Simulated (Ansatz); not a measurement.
# InH (model cell, started as zinc blende): from the cell to its phonons

The cell of InH (model cell, started as zinc blende) is at rest. What are its phonons? After the zone centre comes a 4×4×4 q mesh on a 12×12×12 k mesh.

Method: DFT PBEsol, scalar-relativistic, plane waves, PAW, in Ansatz 0.2.0.

The structure was built from a prototype and need not be the compound's stable phase.

**1. The starting structure**

The structure is cubic, space group F-43m (No. 216). The conventional cell has a = 5.084 Å, b = 5.084 Å, c = 5.084 Å, α = 90.00°, β = 90.00°, γ = 90.00°. In has 4 H at 2.20 Å nearest. Nearest to H lie 4 In at 2.20 Å. Farther neighbours are not listed.

**2. Zone-centre response**

The cell comes from relaxations at this level that are not shown. The zone centre comes first: it holds the modes that light can see, as far as symmetry allows. No field response is asked, since the mesh shows no gap.

input.yaml

```yaml
crystal:
  lattice:
    - [0.0, 2.5418058941, 2.5418058941]
    - [2.5418058941, 0.0, 2.5418058941]
    - [2.5418058941, 2.5418058941, 0.0]
  atoms:
    - { symbol: In, position: [0.0, 0.0, 0.0] }
    - { symbol: H, position: [0.25, 0.25, 0.25] }
kpoints:
  mp_grid: { grid: [12, 12, 12] }
hamiltonian:
  xc: pbesol
scf:
  occupations: { method: methfessel_paxton, width: 0.15 }
output:
  eigenvalues: true
phonons:
  method: dfpt
```

Launch:

```bash
$ ansatz run input.yaml --threads 4 --pin off --max-ram 7168MiB --backend cpu --events-out ev --progress --plain --runs-dir out
```

The runs that follow: the dispersion; another isotope, element H, natural mass 1.008 amu; isotope substitution, element In, natural mass 114.818 amu. Settings of the main run: cutoff 420 eV, 12×12×12 k-mesh, 4×4×4 q-mesh, Methfessel-Paxton occupations, smearing width 0.15 eV.

Q: Predict the highest optical mode at the zone centre and lowest optical zone-centre mode.

Modes are clearly imaginary (beyond 10i cm⁻¹) at 7 of the 8 irreducible wavevectors, most at q = (0, -0.5, -0.5) (828.9i cm⁻¹), so this structure is not a minimum of the energy. The optical modes at Γ form one degenerate level at 273 cm⁻¹. The highest mode in this list at Γ, 273.3 cm⁻¹, is mostly motion of H (99 % of the kinetic energy).

| Quantity | Value |
| --- | --- |
| volume per atom | 16.4 Å³ |
| electronic character | no gap on this mesh |
| highest optical mode at the zone centre (no LO-TO term) | 273 cm⁻¹ |
| lowest optical zone-centre mode | 273 cm⁻¹ |
| lowest mode on the q mesh (acoustic modes at Γ apart) | -829 cm⁻¹ |
| highest frequency on the path or at a solved wavevector | 354 cm⁻¹ |
| imaginary modes on the 4×4×4 q mesh | yes |

With no gap, or one that is small against the smearing, the frequencies hang on the k mesh and the smearing, most of all near Kohn anomalies. A phonon run warned that its eigensolver left some bands unconverged in a pass. The starting cell was built on a prototype and not taken from a measurement, so the phase need not exist. These are harmonic frequencies at zero temperature: anharmonic shifts, linewidths and thermal expansion are left out.

[Logs are printed without paths, hosts, clocks, repeated set-up lines and the standing remarks that a program may print on its own settings, such as how far it seeks lower states.]

[Hosts, paths, dates, database ids (printed as entryN), source tags and the programs' standing remarks are cut or masked in the printed files.]
